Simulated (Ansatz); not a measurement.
# Formation energy and levels of the substitutional impurity Au_Mg in MgO (Fm-3m)

Charge states of Au_Mg in MgO (Fm-3m), set against the band edges. Model: a cell of 54 host atoms with 1 Mg taken out and 1 Au put in.

Calculated with Ansatz 0.2.0; place-levels on r2SCAN runs: charge-transition levels and formation energies with image-charge correction and potential alignment at the atomic sites; PAW set soft_1.

Experimental background.

For MgO, rocksalt (bulk crystal), “Electronic structure of alkaline earth and post-transition metal oxides” (2009, arxiv:0908.1581) quotes earlier work: band gap (literature experimental gap) 7.83 eV [Literature value based on experiment; other listed experimental values range from 7.7 to …].

In doubt: warnings of the run leave room for a lower electronic state (in some of the runs), so energies may not be the lowest and differences between runs may mislead.

### Step 1. Set-up

The cell holds 54 atoms: 26 Mg, 27 O and 1 Au. Cell: a = 8.925 Å, b = 8.925 Å, c = 8.925 Å, α = 60.0°, β = 60.0°, γ = 60.0°. It derives from MgO (space group Fm-3m). Nearest the centre at fractional (0.667, 0.667, 0.333): Au51 at 0.00 Å, O28 at 2.10 Å, O44 at 2.10 Å, O32 at 2.10 Å, O34 at 2.10 Å, O46 at 2.10 Å, O50 at 2.10 Å, Mg9 at 2.98 Å.

The host's dielectric constants go in as inputs: 3.24 for the electrons alone, 10.37 with the ions, from a response run on this crystal (DFPT, PBEsol) at that run's own cell.

The cell's shortest repeat is 8.9 Å.

### Step 2. Charge states

Levels follow from differences of total energies between charge states, each relaxed by itself.

Random displacements of about 0.05 Å break the site symmetry at the start, so that the relaxation can reach a distorted minimum if there is one. Forces are taken at one point at (¼, ¼, ¼). The cell holds 1 electron more than the neutral one, with a uniform background that keeps it neutral on the whole.

The sampling was tested on the host first: at the k-points planned (1x1x1 shifted 0.25 0.25 0.25) its energy lies 0.020 eV an atom from the dense-mesh value, under the bound of 0.02 eV set for this test; that bounds the host's error, not the defect's.

One of the inputs; charge, spin and start change from state to state.

qm1.relax/input.yaml

```yaml
crystal:
  lattice:
    - [0.0, 6.31124291, 6.31124291]
    - [6.31124291, 0.0, 6.31124291]
    - [6.31124291, 6.31124291, 0.0]
  atoms:
    - { symbol: Mg, position: [0.0, 0.0, 0.0] }
    - { symbol: O, position: [0.16666667, 0.16666667, 0.16666667] }
[... 6 atom lines left out ...]
    - { symbol: Mg, position: [0.0, 0.33333333, 0.33333333] }
[... 3 atom lines left out ...]
    - { symbol: Mg, position: [0.0, 0.66666667, 0.0] }
[... 1 atom line left out ...]
    - { symbol: Mg, position: [0.0, 0.66666667, 0.33333333] }
[... 5 atom lines left out ...]
    - { symbol: Mg, position: [0.33333333, 0.0, 0.33333333] }
[... 6 atom lines left out ...]
    - { symbol: O, position: [0.5, 0.5, 0.5] }
[... 1 atom line left out ...]
    - { symbol: O, position: [0.5, 0.5, 0.83333333] }
[... 1 atom line left out ...]
    - { symbol: O, position: [0.5, 0.83333333, 0.16666667] }
    - { symbol: Mg, position: [0.33333333, 0.66666667, 0.33333333] }
    - { symbol: O, position: [0.5, 0.83333333, 0.5] }
    - { symbol: Mg, position: [0.33333333, 0.66666667, 0.66666667] }
[... 1 atom line left out ...]
    - { symbol: Mg, position: [0.66666667, 0.0, 0.0] }
[... 1 atom line left out ...]
    - { symbol: Mg, position: [0.66666667, 0.0, 0.33333333] }
[... 4 atom lines left out ...]
    - { symbol: O, position: [0.83333333, 0.5, 0.16666667] }
    - { symbol: Mg, position: [0.66666667, 0.33333333, 0.33333333] }
    - { symbol: O, position: [0.83333333, 0.5, 0.5] }
    - { symbol: Mg, position: [0.66666667, 0.33333333, 0.66666667] }
[... 1 atom line left out ...]
    - { symbol: Mg, position: [0.66666667, 0.66666667, 0.0] }
    - { symbol: O, position: [0.83333333, 0.83333333, 0.16666667] }
    - { symbol: Au, position: [0.66666667, 0.66666667, 0.33333333] }
[... 1 atom line left out ...]
    - { symbol: Mg, position: [0.66666667, 0.66666667, 0.66666667] }
    - { symbol: O, position: [0.83333333, 0.83333333, 0.83333333] }
  host:
    repeats: [3, 3, 3]
    atoms:
      - { symbol: Mg, position: [0.0, 0.0, 0.0] }
      - { symbol: O, position: [0.5, 0.5, 0.5] }
total_charge: -1
basis:
  ecutwfc: 500
  xc_grid: 2
hamiltonian:
  xc: r2scan
  pseudopotentials: { kind: paw, azcp: { folder: soft_1 } }
kpoints:
  mp_grid: { grid: [1, 1, 1], shift: [0.25, 0.25, 0.25] }
scf:
  occupations: { method: fixed }
  max_iter: 100
output:
  forces: true
  charged_corrections:
    epsilon: 3.24
    static_epsilon: 10.37
    defect_position: [0.666667, 0.666667, 0.333333]
relax:
  f_tol: 0.02
  max_steps: 80
  random_displacement: { amplitude: 0.05, seed: 5328 }
checkpoint:
  write: "../qm1.relax.run"
  compress: false
  write_wavefunctions: true
  write_every: 100000
```

The run is started by

```sh
$ ansatz run input.yaml --threads 4 --pin off --max-ram 7536MiB --backend cpu --events-out ev --progress --plain --runs-dir out
```

Defect states can disperse in a cell of this size, so the energy is taken again at a 2×2×2 shifted mesh, on the relaxed structure.

The run of this state that the levels use, under r2SCAN:

qm1.point/input.yaml

```yaml
crystal:
  checkpoint: "../qm1.relax.run"
  host: checkpoint
total_charge: -1
basis:
  ecutwfc: 500
  xc_grid: 2
hamiltonian:
  xc: r2scan
  pseudopotentials: { kind: paw, azcp: { folder: soft_1 } }
kpoints:
  mp_grid: { grid: [2, 2, 2], shift: [0.5, 0.5, 0.5] }
scf:
  occupations: { method: fermi_dirac, width: 0.01 }
  max_iter: 100
output:
  forces: true
  eigenvalues: true
  charged_corrections:
    epsilon: 3.24
    static_epsilon: 10.37
    defect_position: [0.666667, 0.666667, 0.333333]
  eigenstates: { localisation: true }
  populations: true
  band_densities: [{ bands: [v1, v1] }, { bands: [c1, c1] }]
  write_density: true
  write_potential: true
  volumetric_format: npy
  elf: true
checkpoint:
  read: "../qm1.relax.run"
  write: "../qm1.point.run"
  compress: false
  write_wavefunctions: false
  write_every: 100000
```

Relaxations under r2SCAN at one point at (¼, ¼, ¼); times on 4 threads of Arm Neoverse V1, shared host:

```tsv
charge	moment (μB)	occupations	outcome	steps	largest displacement against the far atoms (Å)	time
−1	0	fixed	converged	5	0.22	78 s
0	1	fixed	converged	9	0.26	4.6 min
+1	0	fixed	converged	11	0.29	3.7 min
+1	2	fixed	converged	4	0.08	2 min
```

Single points under r2SCAN at a 2×2×2 shifted mesh; times on 4 threads of Arm Neoverse V1, shared host:

```tsv
charge	moment (μB)	occupations	outcome	time
−1	0	fermi-dirac	converged	64 s
0	1	fermi-dirac	converged	2.4 min
+1	0	fermi-dirac	converged	67 s
+1	2	fermi-dirac	converged	2.4 min
```

Distances (Å) from Au51 to the nearest atoms after relaxation with r2SCAN:

```tsv
charge	moment (μB)	1.	2.	3.	4.	5.	6.
−1	0	O 2.32	O 2.32	O 2.32	O 2.33	O 2.33	O 2.33
0	1	O 2.19	O 2.19	O 2.19	O 2.19	O 2.36	O 2.36
+1	0	O 2.05	O 2.05	O 2.05	O 2.05	O 2.39	O 2.40
+1	2	O 2.18	O 2.18	O 2.18	O 2.18	O 2.18	O 2.18
```

### Step 3. Placing the levels, r2SCAN

A charged cell interacts with its images and the background, and its potential has another zero than the host's. place-levels removes the first by a point-charge model, screened by the static dielectric constant since the ions have relaxed around the charge, and the second by comparing potentials at atoms far from the defect.

The host is a run of the defect-free crystal in the same cutoffs, grids and k-points, so that basis and sampling errors cancel in part in the differences. The host is run in a cell of 2 atoms on a matching mesh. Its band edges are searched through the zone by a band path, so the gap is smaller than, or equal to, that on the mesh. Chemical potentials are energies per atom of Mg (hcp) and Au (fcc), run with the same functional and cutoff.

levels.point.yaml

```yaml
host:
  run: host.point.run
states: [qm1.point.run, q0_M1.point.run, qp1.point.run, qp1_M2.point.run]
geometry_from:
  qm1.point.run: qm1.relax.run
  q0_M1.point.run: q0_M1.relax.run
  qp1.point.run: qp1.relax.run
  qp1_M2.point.run: qp1_M2.relax.run
chemical_potentials:
  Mg:
    energy: -1926.407918
    dataset: "<sha256 of the dataset>"
  Au:
    energy: -13165.138693
    dataset: "<sha256 of the dataset>"
epsilon: 3.24
static_epsilon: 10.37
vertical:
  - { from: qm1.point.run, to: qm1.point_neutral.run }
  - { from: qp1.point.run, to: qp1.point_neutral.run }
  - { from: qp1_M2.point.run, to: qp1_M2.point_neutral.run }
```

The run is started by

```sh
$ ansatz place-levels levels.point.yaml -- --threads 4 --pin off --max-ram 7536MiB
```

Numbers of over 12 decimals in the logs are rounded to 6 here.

Log:

```text
[... repeated set-up lines and file paths are left out, and long positions are rounded to six places ...]
(+1/0) 1.838 eV above the valence edge, 3.840 eV under the conduction edge
(0/-1) 2.910 eV above the valence edge, 2.768 eV under the conduction edge
formation energy of charge +1: +6.634 eV with the Fermi level at the valence edge
formation energy of charge 0: +8.472 eV with the Fermi level at the valence edge
formation energy of charge -1: +11.382 eV with the Fermi level at the valence edge
vertical -1 to 0: no energy, since no alignment is typed
  the change from vertical[0].from (qm1.point.run) to vertical[0].to (qm1.point_neutral.run): by its potential at epsilon 3.24 it stands at 0.666 0.666 0.335, with an rms radius of about 1.9 Å (1.1 1.1 1.1 Å across the planes of the cell's vectors); [...]
vertical +1 to 0: no energy, since no alignment is typed
  the change from vertical[1].from (qp1.point.run) to vertical[1].to (qp1.point_neutral.run): by its potential at epsilon 3.24 it stands at 0.668 0.667 0.333, with an rms radius of about 1.9 Å (1.1 1.1 1.1 Å across the planes of the cell's vectors); [...]
vertical +1 to 0: no energy, since no alignment is typed
  the change from vertical[2].from (qp1_M2.point.run) to vertical[2].to (qp1_M2.point_neutral.run): by its potential at epsilon 3.24 it stands at 0.667 0.667 0.334, with an rms radius of about 1.9 Å (1.1 1.1 1.1 Å across the planes of the cell's vectors); [...]
  edges by r2scan, gap 5.678 eV; the host is sampled to repeats of 17.85 Å
  the defect's cells are sampled to repeats of 17.85 Å, like sampling
  charge +1: -78694.4903 eV with its correction of +0.753 eV, at epsilon 10.37, aligned at sites: +0.5003 eV, mean over 21 atomic sites at or beyond 4.46 Å from the defect at [0.6667, 0.6667, 0.3333], with +0.000000 for the charge's moments and without [...]
  charge 0: +0.000 eV for its dipole among its images, +0.000 omitted
  charge -1: -78674.3735 eV with its correction of -0.236 eV, at epsilon 10.37, aligned at sites: +0.4880 eV, mean over 21 atomic sites at or beyond 4.46 Å from the defect at [0.6667, 0.6667, 0.3333], with -0.000000 for the charge's moments and without [...]
  charge +1: states[2] (qp1.point.run) stands 0.183 eV higher, with a moment of 0.00 μB against 2.00
  of states[3] (qp1_M2.point.run): its alignment with the host at atomic sites is doubtful: the cell is too small to show whether the defect's potential has decayed: take a larger one; stability_check_not_made
  of states[1] (q0_M1.point.run): its alignment with the host at atomic sites is doubtful: the cell is too small to show whether the defect's potential has decayed: take a larger one; stability_check_not_made
  of states[0] (qm1.point.run): its alignment with the host at atomic sites is doubtful: the cell is too small to show whether the defect's potential has decayed: take a larger one
  of states[2] (qp1.point.run): its alignment with the host at atomic sites is doubtful: the cell is too small to show whether the defect's potential has decayed: take a larger one; of the run under geometry_from: earlier_solves_read_negative
  vertical[0].to (qm1.point_neutral.run): levels filled in part (TS 0.006 eV): its energy is of no whole electron's
  of vertical[0].to (qm1.point_neutral.run): stability_check_not_made
  of vertical[1].from (qp1.point.run): of the run under geometry_from: earlier_solves_read_negative
  of vertical[1].to (qp1.point_neutral.run): stability_check_not_made
  of vertical[2].from (qp1_M2.point.run): stability_check_not_made
  vertical[2].to (qp1_M2.point_neutral.run): levels filled in part (TS 0.004 eV): its energy is of no whole electron's
  of vertical[2].to (qp1_M2.point_neutral.run): it set out from the moments of a save, which an earlier run chose (saved_moments_taken); stability_check_not_made
```

Run time: 0.51 s. Hardware: 4 threads of Arm Neoverse V1, shared host.

Levels between the charges placed, in eV above the valence top:

```tsv
	gap (eV)	(+1/0)	(0/−1)
r2SCAN	5.68	1.84	2.91
```

Corrections by state:

```tsv
charge	moment (μB)	image terms and alignment (eV)	band filling (eV)	ε used	over the lowest of its charge, as the program ranks them, band filling apart (eV)
+1	2.0	0.753	-	10.37	0.000
0	1.0	0.000	-	-	0.000
−1	0.0	-0.236	-	10.37	0.000
+1	0.0	0.742	-	10.37	0.183
```

The charged structures listed were also run neutral, and place-levels reads from each pair, by the potential or the spins, how wide the charge is by which they differ; that can be the carrier of either run.

```tsv
charge	rms radius (Å)	spread where it is widest against the cell (Å)	wide from (Å)	reading
+1	1.9	1.11	1.26	narrow
−1	1.9	1.07	1.26	narrow
```

The neutral runs of these pairs need not share the spin of the lowest neutral state, and very wide values only mean spread over the cell.

From the program's caveats on the states, each cut to its opening words:

- charge +1 (2 μB), 0 (1 μB), −1, +1: its alignment with the host at atomic sites is doubtful: the cell is too small to show whether the defect's potential has decayed: take a larger one
- charge +1 (2 μB), 0 (1 μB): flagged: stability check not made

The host's formation energy from the elements is -2.963 eV per atom; it sets how far the chemical potentials can move.

Limit set by the element alone; other compounds of these elements are not counted. Chemical potentials from the elements' reference states: Mg 0.00 eV, O -5.93 eV, Au 0.00 eV. Formation energy by charge state (Mg-rich; gap 5.68 eV):

```tsv
charge	at valence top (eV)	at conduction bottom (eV)	correction included (eV)
+1	6.63	12.31	0.75
0	8.47	8.47	0.00
−1	11.38	5.70	-0.24
```

Fermi level (eV), lowest formation energy (eV) and a bar from the least value:
```
     0.00       6.63 ##########
     0.52       7.15 ################
     1.03       7.67 #####################
     1.55       8.18 ###########################
     2.06       8.47 ##############################
     2.58       8.47 ##############################
     3.10       8.28 ############################
     3.61       7.77 ######################
     4.13       7.25 #################
     4.65       6.74 ###########
     5.16       6.22 ######
     5.68       5.70
```

Limit set by the element alone; other compounds of these elements are not counted. Chemical potentials from the elements' reference states: O 0.00 eV, Mg -5.93 eV, Au 0.00 eV. Formation energies (O-rich), with the Fermi level at the valence top and at the conduction bottom (gap 5.68 eV):

```tsv
charge	at valence top (eV)	at conduction bottom (eV)	correction included (eV)
+1	0.71	6.39	0.75
0	2.55	2.55	0.00
−1	5.46	-0.22	-0.24
```

Fermi level (eV), lowest formation energy (eV) and a bar from the least value:
```
     0.00       0.71 ##########
     0.52       1.23 ################
     1.03       1.74 #####################
     1.55       2.26 ###########################
     2.06       2.55 ##############################
     2.58       2.55 ##############################
     3.10       2.36 ############################
     3.61       1.84 ######################
     4.13       1.33 #################
     4.65       0.81 ###########
     5.16       0.30 ######
     5.68      -0.22
```

### Step 4. The same at the relaxations' own k-points

The relaxations' own energies give the levels at their sampling, for comparison.

levels.relax_mesh.yaml

```yaml
host:
  run: host.relax.run
states: [qm1.relax.run, q0_M1.relax.run, qp1.relax.run, qp1_M2.relax.run]
chemical_potentials:
  Mg:
    energy: -1926.407918
    dataset: "<sha256 of the dataset>"
  Au:
    energy: -13165.138693
    dataset: "<sha256 of the dataset>"
```

The run is started by

```sh
$ ansatz place-levels levels.relax_mesh.yaml -- --threads 4 --pin off --max-ram 7536MiB
```

Log:

```text
(+1/0) 1.860 eV above the valence edge, 3.799 eV under the conduction edge
(0/-1) 2.909 eV above the valence edge, 2.750 eV under the conduction edge
formation energy of charge +1: +6.552 eV with the Fermi level at the valence edge
formation energy of charge 0: +8.412 eV with the Fermi level at the valence edge
formation energy of charge -1: +11.321 eV with the Fermi level at the valence edge
  edges by r2scan, gap 5.659 eV; the host is sampled to repeats of 8.93 Å
[... the lines on each state left out ...]
```

The job ended after 0.14 s (4 threads).

Levels between neighbouring charges, in eV above the valence top:

```tsv
	gap (eV)	(+1/0)	(0/−1)
one point at (¼, ¼, ¼)	5.66	1.86	2.91
a 2×2×2 shifted mesh	5.68	1.84	2.91
```

Going from one point at (¼, ¼, ¼) to a 2×2×2 shifted mesh moves the levels that carry no band-filling term by up to 0.02 eV and formation energies against the elements by up to 0.08 eV.

### Step 5. Results

- gap of the host: 5.68 eV (r2SCAN)
- level (plus 1/0): 1.84 eV above the valence top
- level (0/minus 1): 2.91 eV above the valence top
- lowest of the charges placed, just above the valence top (0.02 eV): +1
- lowest of the charges placed, just below the conduction bottom (0.02 eV): −1
- lowest formation energy at mid-gap of the charges run, Mg-rich: 8.47 eV
- lowest formation energy at mid-gap of the charges run, O-rich: 2.55 eV

What this shows: Of the charges placed (−1, 0 and +1), the lowest changes at 1.84 eV (+1/0) and 2.91 eV (0/−1) above the valence top, in a gap of 5.68 eV. Charges above +1 and below −1 were not placed, so these runs say nothing of levels that involve them. States placed: +1 at 2 μB and 0 μB; 0 at 1 μB; −1 at 0 μB. Other spin states or structures, where not listed, weren't placed. Au is taken at its element; compounds, which aren't counted here, bound the chemical potentials and would shift these formation energies. Going from one point at (¼, ¼, ¼) to a 2×2×2 shifted mesh moves the levels that carry no band-filling term by up to 0.02 eV and formation energies against the elements by up to 0.08 eV. The program doubts the alignment of potentials for at least one state, a sign that the cell is small. Limits: the images are only 8.9 Å apart; r2SCAN makes the gap too small and tends to spread out bound carriers; where a gas molecule sets a chemical potential or the host's formation energy, its binding is uncorrected; spin–orbit coupling, which can matter with heavy atoms, is left out.

Calculation against experiment:

| quantity | measured | r2SCAN |
| --- | --- | --- |
| band gap (least gap of the host) (eV) | 7.83 | 5.68 (-2.15 eV) |

Measured values from arxiv:0908.1581 (2009).

Verdict: The band gap is off by -2.15 eV. Local and semilocal functionals usually give gaps below the measured ones. Zero-point and thermal motion shift the measured gap.

[Logs are printed without paths, hosts, clocks, repeated set-up lines and the standing remarks that a program may print on its own settings, such as how far it seeks lower states.]

[Hosts, paths, dates, database ids (printed as entryN), source tags and the programs' standing remarks are cut or masked in the printed files.]

[Where a table of states has a column of steps, it counts the stored structures, which are thinned; the runs took as many ionic steps or more.]

[A defect's name tells the site on which it was built; relaxed atoms can leave that site.]

[For some hosts the program warned that the k-mesh of the response run may be too coarse for force constants and the static dielectric constant; such warnings are not shown here.]
